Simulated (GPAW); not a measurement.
# BN: optical spectrum from first principles

Wanted: where BN starts to absorb, how strongly, and its refractive index. The cell comes from an older database entry, whose edges can differ from later determinations, mostly by under a per cent.

Main program and level: GPAW 26.7.0; DFT, LDA, plane-wave PAW (GPAW data sets), scalar-relativistic, RPA, optical limit.

The database entry behind the starting cell has ideal inner coordinates that were not refined, so it need not match the best structure at ambient conditions.

## (1) Set-up

The structure is hexagonal, space group P6_3mc (No. 186). The conventional cell has a = 2.536 Å, b = 2.536 Å, c = 4.199 Å, α = 90.00°, β = 90.00°, γ = 120.00°. Nearest to N lie 4 B at 1.56 to 1.57 Å. B has 4 N at 1.56 to 1.57 Å nearest. Farther neighbours and most contacts between anions are not listed.

Coordinates:

```cif
data_structure
_symmetry_space_group_name_H-M 'P 1'
_symmetry_Int_Tables_number 1
_cell_length_a 2.5360
_cell_length_b 2.5360
_cell_length_c 4.1990
_cell_angle_alpha 90.000
_cell_angle_beta 90.000
_cell_angle_gamma 120.000
_cell_volume 23.39
loop_
_atom_site_label
_atom_site_type_symbol
_atom_site_fract_x
_atom_site_fract_y
_atom_site_fract_z
_atom_site_occupancy
N1 N 0.33333 0.66667 0.87500 1
N2 N 0.66667 0.33333 0.37500 1
B3 B 0.33333 0.66667 0.50000 1
B4 B 0.66667 0.33333 0.00000 1
```

## (2) Ground state

The self-consistent density comes first; it also tells whether there is a gap, which decides the occupations and the need for a Drude term.

This step: DFT, LDA, plane-wave PAW (GPAW data sets), scalar-relativistic, ground state (GPAW 26.7.0).

The input, gs.py:

```python
from ase import Atoms
from ase.dft.bandgap import bandgap
from gpaw import GPAW, PW, FermiDirac

atoms = Atoms(['N', 'N', 'B', 'B'],
              cell=[[2.536000000000, 0.000000000000, 0.000000000000],
                    [-1.268000000000, 2.196240424000, 0.000000000000],
                    [0.000000000000, 0.000000000000, 4.199000000000]],
              scaled_positions=[[0.333333333300, 0.666666666700, 0.875000000000],
                                [0.666666666700, 0.333333333300, 0.375000000000],
                                [0.333333333300, 0.666666666700, 0.500000000000],
                                [0.666666666700, 0.333333333300, 0.000000000000]],
              pbc=[True, True, True])
atoms.calc = GPAW(mode=PW(500), xc='LDA', kpts={'size': (12, 12, 5), 'gamma': True},
                  occupations=FermiDirac(0.05), maxiter=150, txt='gs.txt')
print('energy (eV)', atoms.get_potential_energy())
print('Fermi level (eV)', atoms.calc.get_fermi_level())
print('valence electrons', atoms.calc.get_number_of_electrons())
print('gap (eV)', bandgap(atoms.calc, output=None)[0])
print('direct gap (eV)', bandgap(atoms.calc, direct=True, output=None)[0])
atoms.calc.write('gs.gpw')
```

Launch:

```sh
OMP_NUM_THREADS=1 python gs.py
```

Numbers of over 12 decimals in the logs are rounded to 6 here.

The program printed:

```text
__  _  _
 | _ |_)|_||  |
 |__||  | ||/\| - 26.7.0

Versions:
  Python: 3.12.14
  ASE:    3.29.0
  Numpy:  2.5.5
  Scipy:  1.18.1
  Libxc:  7.0.0

Input parameters:
  mode=PW(ecut=500.0),
  kpts=MonkhorstPack(size=(12, 12, 5), gamma=True),
  maxiter=150,
  occupations=Occupations(name='fermi-dirac', width=0.05, fixmagmom=False),
  xc=XC(name='LDA')

Diagonalizing LCAO Hamiltonian
Converting LCAO to pw mode

        N
        B

          N
          B

Atoms  # Å, Bohr magnetons
|   | symbol |         x |        y |        z |    initial magnetic moments |
| 0 |      N | -0.000000 | 1.464160 | 3.674125 | ( 0.0000,  0.0000,  0.0000) |
| 1 |      N |  1.268000 | 0.732080 | 1.574625 | ( 0.0000,  0.0000,  0.0000) |
| 2 |      B | -0.000000 | 1.464160 | 2.099500 | ( 0.0000,  0.0000,  0.0000) |
| 3 |      B |  1.268000 | 0.732080 | 0.000000 | ( 0.0000,  0.0000,  0.0000) |

Unit cell  # Å
| periodic |         x |        y |        z |  lengths |     angles |
|      yes |  2.536000 | 0.000000 | 0.000000 | 2.536000 |  90.000000 |
|      yes | -1.268000 | 2.196240 | 0.000000 | 2.536000 |  90.000000 |
|      yes |  0.000000 | 0.000000 | 4.199000 | 4.199000 | 120.000000 |

Number of symmetries: 6
Symmetry operations  # r_c * U_cc + t_c -> r_c
|   | kind |            matrix            |
| 0 |  σ   |  1, 1, 0,  0,-1, 0,  0, 0, 1 |
| 1 |  E   |  1, 0, 0,  0, 1, 0,  0, 0, 1 |
| 2 |  C3  |  0, 1, 0, -1,-1, 0,  0, 0, 1 |
| 3 |  σ   |  0,-1, 0, -1, 0, 0,  0, 0, 1 |
| 4 |  σ   | -1, 0, 0,  1, 1, 0,  0, 0, 1 |
| 5 |  C3  | -1,-1, 0,  1, 0, 0,  0, 0, 1 |

BZ-sampling:
  Number of BZ points: 720
  Number of IBZ points: 81

  Monkhorst-Pack size: [12, 12, 5]
  Monkhorst-Pack shift: [0.041667, 0.041667, 0.0]

K-points  # in reciprocal-cell coordinates
|     |                                coordinates |     weight |
|   0 | ( -0.00000000,  -0.00000000,   0.00000000) | 0.00138889 |
|   1 | ( -0.00000000,  -0.00000000,   0.20000000) | 0.00277778 |
|   2 | ( -0.00000000,  -0.00000000,   0.40000000) | 0.00277778 |
|   3 | (  0.08333333,  -0.00000000,  -0.40000000) | 0.00833333 |
|   4 | (  0.08333333,  -0.00000000,  -0.20000000) | 0.00833333 |
|   5 | (  0.08333333,  -0.00000000,   0.00000000) | 0.00833333 |
|   6 | (  0.08333333,  -0.00000000,   0.20000000) | 0.00833333 |
|   7 | (  0.08333333,  -0.00000000,   0.40000000) | 0.00833333 |
|   8 | (  0.16666667,  -0.08333333,   0.00000000) | 0.00833333 |
|   9 | (  0.16666667,  -0.08333333,   0.20000000) | 0.01666667 |
| ... |                                            |            |
|  80 | (  0.50000000,   0.50000000,   0.40000000) | 0.00833333 |

Plane wave coefficients: 605
Cutoff: 500.0 eV

Spin-components: 1 (collinear spins)
Bands:           14
Projectors:      20
Spin-degeneracy: 2
Datatype:        complex128

Parallelization:
  kpt:    1
  domain: 1
  band:   1

Density:
  Valence electrons: 16.0
  Components: 1
  Grid points: [14 14 24]
  Charge: 0.0  # |e|

Potential:
  Grid points: [14 14 24]

species:
  N:
    name:    Nitrogen
    id:
    Z:       7.0
    valence: 5
    core:    2
    charge:  0.0  # [|e|]
    compensation charges:
      type: gauss
      rc: 0.18  # [Å]
      lmax: 2
    cutoffs:
      filter: 1.11  # [Å]
      core: 0.96  # [Å]
    projectors
    | kind |    occ | energy [eV] | rcut [Å] |
    |   2s |  2.000 |     -18.420 |    0.603 |
    |   2p |  3.000 |      -7.237 |    0.529 |
    |    s |        |       8.791 |    0.603 |
    |    p |        |      19.974 |    0.529 |
    |    d |        |       0.000 |    0.577 |

    Using partial waves for N as LCAO basis

  B:
    name:    Boron
    id:
    Z:       5.0
    valence: 3
    core:    2
    charge:  0.0  # [|e|]
    compensation charges:
      type: gauss
      rc: 0.20  # [Å]
      lmax: 2
    cutoffs:
      filter: 1.14  # [Å]
      core: 1.42  # [Å]
    projectors
    | kind |    occ | energy [eV] | rcut [Å] |
    |   2s |  2.000 |      -9.383 |    0.635 |
    |   2p |  1.000 |      -3.714 |    0.635 |
    |    s |        |      17.828 |    0.635 |
    |    p |        |      23.498 |    0.635 |
    |    d |        |       0.000 |    0.635 |

    Using partial waves for B as LCAO basis

Reference energy: -4266.977455  # eV

eigensolver:
  PPCG
  Converge bands: occupied
  niter=2

density mixing:
  MSR1-Mixer
  Pratt-step length: 0.05
  Maximum mixing coefficient: 0.75
  Old densities: 10
  SVD Regularization: 0.005
  Good broyden scale: 1.0
  Trust region scale: 1.0
  Backstep threshold: 4.0
  History deletion threshold: 6.0
  Fourier metric: weight=20.0, sigma=0.015

occupation numbers:
  Fermi-Dirac:
    width: 0.0500  # eV

poisson solver:
  ecut: 4000.0  # eV

xc functional:
  name: None

convergence criteria:
- Maximum [total energy] change in last 3 cyles: 0.0005 eV / valence electron
- Maximum integral of absolute [dens]ity change: 0.0001 electrons / valence electron
- Maximum integral of absolute [eigenst]ate change: 4e-08 eV^2 / valence electron
maximum number of iterations: 150

SCF iterations
|iter     |      energy | eigst |  dens |
|iter:   1||  -39.353182 | +0.10 |       |
|iter:   2||  -39.029865 | -1.73 | -0.75 |
|iter:   3||  -37.638820 | -0.78 | -0.79 |
|iter:   4||  -37.597178 | -2.65 | -1.40 |
|iter:   5||  -37.593692 | -3.22 | -1.91 |
|iter:   6||  -37.593687c| -5.00 | -2.63 |
|iter:   7||  -37.593687c| -6.64 | -3.66 |
|iter:   8||  -37.593687c| -7.61c| -4.28c|

Converged in 8 steps
SCF loop duration: 10.570 s (1.321 s/step)
Energy contributions relative to reference atoms: (reference = -4266.977455)

Energy contributions:
  Kinetic:          28.441522
  Coulomb:         -25.168397
  Zero:             -0.133428
  External:          0.000000
  Xc:              -40.733383
  Entropy:           0.000000
  Spinorbit:         0.000000
  ----------------------------
  Free energy:     -37.593687
  Extrapolated:    -37.593687

dipole moment: (0.000001, 0.000002, -4.417186)  # |e|*Ang

Fermi level: 13.157
Eigenvalues  # (at kpt = [-0.000, -0.000, 0.000])
| band index |      eig [eV] | occ [0-2] |
|          0 |       -10.271 |     2.000 |
|          1 |        -6.042 |     2.000 |
|          2 |        -0.855 |     2.000 |
|          3 |         8.034 |     2.000 |
|          4 |         8.034 |     2.000 |
|          5 |         9.945 |     2.000 |
|          6 |        10.209 |     2.000 |
|          7 |        10.209 |     2.000 |
|          8 |        18.466 |     0.000 |
|          9 |        18.466 |     0.000 |
|         10 |        18.662 |     0.000 |
|         11 |        19.865 |     0.000 |
|         12 |        21.071 |     0.000 |
|         13 |        22.043 |     0.000 |

Gap: 4.931 eV
Transition (v -> c):
  (s=0, k=0, n=7, [-0.00, -0.00, 0.00]) -> (s=0, k=39, n=8, [0.33, 0.33, 0.00])
Direct/indirect transitions are different
Direct gap: 8.194 eV
Transition at: (s=0, k=5, n=7, [0.08, -0.00, 0.00])

--- standard output ---
energy (eV) -37.593687
Fermi level (eV) 13.157193
valence electrons 16.0
gap (eV) 4.930872
direct gap (eV) 8.194442
```

The job ended after 13 s (1 thread of Arm Neoverse V1, shared host; peak memory 0.14 GiB).

Read-outs, printed or worked out from the files:

```
energy                 : -37.59 eV
Fermi energy           : 13.16 eV
gap on the k-mesh      : 4.931 eV
direct gap on the mesh : 8.194 eV
electrons              : 16
```

There is a gap, 4.93 eV on this mesh (points off the mesh can give less), so no carriers' term is needed.

## (3) Bands for the response

The response needs many more empty bands than the density does.

This step: DFT, LDA, plane-wave PAW (GPAW data sets), scalar-relativistic, bands at fixed density (GPAW 26.7.0).

The input, nscf.py:

```python
from ase.dft.bandgap import bandgap
from gpaw import GPAW, FermiDirac

calc = GPAW('gs.gpw').fixed_density(kpts={'size': (15, 15, 7), 'gamma': True}, nbands=28, convergence={'bands': 22},
                                    occupations=FermiDirac(0.001), txt='nscf.txt')
print('gap (eV)', bandgap(calc, output=None)[0])
print('direct gap (eV)', bandgap(calc, direct=True, output=None)[0])
print('top band over the Fermi level (eV)', min(calc.get_eigenvalues(kpt=k)[21] for k in range(len(calc.get_ibz_k_points()))) - calc.get_fermi_level())
calc.write('full.gpw', mode='all')
```

Launch:

```sh
OMP_NUM_THREADS=1 python nscf.py
```

The program printed:

```text
Diagonalizing LCAO Hamiltonian
Converting LCAO to pw mode
convergence criteria:
- Maximum integral of absolute [eigenst]ate change: 4e-08 eV^2 / valence electron
maximum number of iterations: 150

SCF iterations
|iter     |      energy | eigst |  dens |
|iter:   1||             | +2.58 |       |
|iter:   2||             | +0.93 |       |
|iter:   3||             | -0.95 |       |
|iter:   4||             | -2.67 |       |
|iter:   5||             | -4.53 |       |
|iter:   6||             | -6.24 |       |
|iter:   7||             | -7.44c|       |
SCF steps: 7
  __  _  _
 | _ |_)|_||  |
 |__||  | ||/\| - 26.7.0

Versions:
  Python: 3.12.14
  ASE:    3.29.0
  Numpy:  2.5.5
  Scipy:  1.18.1
  Libxc:  7.0.0

Input parameters:
  mode=PW(ecut=500.0),
  convergence={'bands': 22},
  gpts=array([14, 14, 24]),
  kpts=MonkhorstPack(size=(15, 15, 7), gamma=True),
  maxiter=150,
  nbands=28,
  occupations=Occupations(name='fermi-dirac', width=0.001, fixmagmom=False),
  parallel={},
  xc=XC(name='LDA')

--- standard output ---
gap (eV) 4.930872
direct gap (eV) 8.189773
top band over the Fermi level (eV) 23.312484
```

It took 41 s on 1 thread; peak memory 0.2 GiB.

Read-outs, printed or worked out from the files:

* direct gap on the mesh: 8.190 eV

## (4) Dielectric function, RPA

Transitions between filled and empty bands, summed over the zone, give the optical response, so mesh, band count and broadening shape it.

The induced potential is part of this response.

This step: DFT, LDA, plane-wave PAW (GPAW data sets), scalar-relativistic, RPA, optical limit (GPAW 26.7.0).

The input, df.py:

```python
from gpaw.response.df import DielectricFunction

df = DielectricFunction('full.gpw', frequencies={'type': 'nonlinear', 'domega0': 0.03, 'omega2': 8},
                        ecut=50,
                        eta=0.15,
                        nbands=22,
                        txt='df.txt')
for direction in ['x', 'z']:
    df.get_dielectric_function(xc='RPA', direction=direction, filename=f'df_{direction}.csv')
```

Launch:

```sh
OMP_NUM_THREADS=1 python df.py
```

The program printed:

```text
Using integrator: PointIntegrator
NonLinearFrequencyDescriptor(from 0.000 to 51.823 eV, 470 points)
Nonperiodic BCs:  [False False False]
Using integrator: PointIntegrator
NonLinearFrequencyDescriptor(from 0.000 to 51.823 eV, 470 points)
Nonperiodic BCs:  [False False False]

Calculating chi0 body with:
    Ground state adapter containing:
    Number of spins: 1
    Number of kpoints: 1575
    Number of irreducible kpoints: 165
    Number of completely occupied states: 8
    Number of partially occupied states: 8

    Linear response parametrization:
    q_c: [0.0, 0.0, 0.0]
    Number of frequency points: 470
    Planewave cutoff: 50.0
    Number of bands: 22
    Number of planewaves: 23
    Broadening (eta): 0.15

Integrating chi0 body.

Symmetries of q_c:
    Direct symmetries (Uq -> q): 6
    Indirect symmetries (TUq -> q): 6
In total 12 allowed symmetries.

165 groups of equivalent kpoints. 89.523810% reduction.

Integral kind: spectral function

Calculating chi0 optical extensions with:
    Ground state adapter containing:
    Number of spins: 1
    Number of kpoints: 1575
    Number of irreducible kpoints: 165
    Number of completely occupied states: 8
    Number of partially occupied states: 8

    Linear response parametrization:
    Number of frequency points: 470
    Planewave cutoff: 50.0
    Number of bands: 22
    Number of planewaves: 23
    Broadening (eta): 0.15
Integrating chi0 head and wings.

Symmetries of q_c:
    Direct symmetries (Uq -> q): 6
    Indirect symmetries (TUq -> q): 6
In total 12 allowed symmetries.

165 groups of equivalent kpoints. 89.523810% reduction.

Integral kind: spectral function wings
```

Run time: 8.1 s. Hardware: 1 thread; peak memory 0.21 GiB.

This step gave:

| Item | Value |
| --- | --- |
| electronic dielectric constant ε∞, mean over x, y and z (by symmetry where fewer were run) | 4.566 |
| main peak of Im epsilon, first axis | 11.49 eV |

Some rows of df_x.csv (energy; Re and Im without local fields; Re and Im with them):

```text
0.000000, 4.674944, 0.000000, 4.505899, 0.000000
0.429336, 4.679343, 0.003080, 4.509982, 0.002858
0.878195, 4.693429, 0.006356, 4.523052, 0.005897
1.347938, 4.718837, 0.009910, 4.546623, 0.009192
1.840057, 4.757716, 0.013854, 4.582680, 0.012846
2.356191, 4.812951, 0.018346, 4.633882, 0.017002
2.898142, 4.888484, 0.023609, 4.703859, 0.021864
3.467895, 4.989861, 0.029985, 4.797700, 0.027743
4.067647, 5.125127, 0.038008, 4.922778, 0.035124
4.699832, 5.306458, 0.048574, 5.090222, 0.044820
5.367152, 5.553289, 0.063302, 5.317753, 0.058294
6.072622, 5.898999, 0.085425, 5.635723, 0.078474
6.819608, 6.407362, 0.122516, 6.102015, 0.112217
7.611886, 7.224561, 0.198574, 6.849496, 0.181555
8.453705, 8.773477, 0.574078, 8.254515, 0.534478
9.349861, 11.462321, 2.248152, 10.617959, 2.060442
10.305790, 13.369990, 9.700992, 12.508877, 8.365380
11.327680, 3.735984, 13.510554, 4.444245, 12.303400
12.422601, -0.872478, 10.000630, -0.193468, 9.619266
13.598673, -0.638627, 8.491980, 0.068947, 8.006883
```

The Im ε has structure finer than the step of the table below, so its rows give means over 0.5 eV, whole bins alone (the curve runs from 0 to 14.0 eV). Peaks (eV: height): E ∥ x 11.48: 12.4; E ∥ z 10.24: 12.4, 10.95: 12.7, 13.60: 9.15.

Values under the direct gap are tails of Lorentzian lines. The Im ε by photon energy; means over each step:

| photon energy (eV) | E ∥ x | E ∥ z |
| --- | --- | --- |
| 0.5 | 0.00333 | 0.00381 |
| 1.0 | 0.00674 | 0.00772 |
| 1.5 | 0.0103 | 0.0118 |
| 2.0 | 0.0141 | 0.0162 |
| 2.5 | 0.0183 | 0.0211 |
| 3.0 | 0.0229 | 0.0265 |
| 3.5 | 0.0281 | 0.0329 |
| 4.0 | 0.0343 | 0.0404 |
| 4.5 | 0.0416 | 0.0495 |
| 5.0 | 0.0505 | 0.0609 |
| 5.5 | 0.0617 | 0.0758 |
| 6.0 | 0.0762 | 0.0959 |
| 6.5 | 0.0959 | 0.125 |
| 7.0 | 0.124 | 0.170 |
| 7.5 | 0.169 | 0.251 |
| 8.0 | 0.265 | 0.473 |
| 8.5 | 0.580 | 1.58 |
| 9.0 | 1.26 | 3.49 |
| 9.5 | 2.64 | 6.27 |
| 10.0 | 5.99 | 10.7 |
| 10.5 | 10.7 | 10.9 |
| 11.0 | 12.2 | 11.7 |
| 11.5 | 12.1 | 9.36 |
| 12.0 | 10.2 | 7.02 |
| 12.5 | 9.12 | 8.00 |
| 13.0 | 7.11 | 7.34 |
| 13.5 | 7.53 | 8.51 |

(Continued in part 2 of 2.)

[Machine, clock and banner lines and Python warnings are left out of the logs.]

[Logs are printed without paths, hosts, clocks, repeated set-up lines and the standing remarks that a program may print on its own settings, such as how far it seeks lower states.]

[Hosts, paths, dates, database ids (printed as entryN), source tags and the programs' standing remarks are cut or masked in the printed files.]
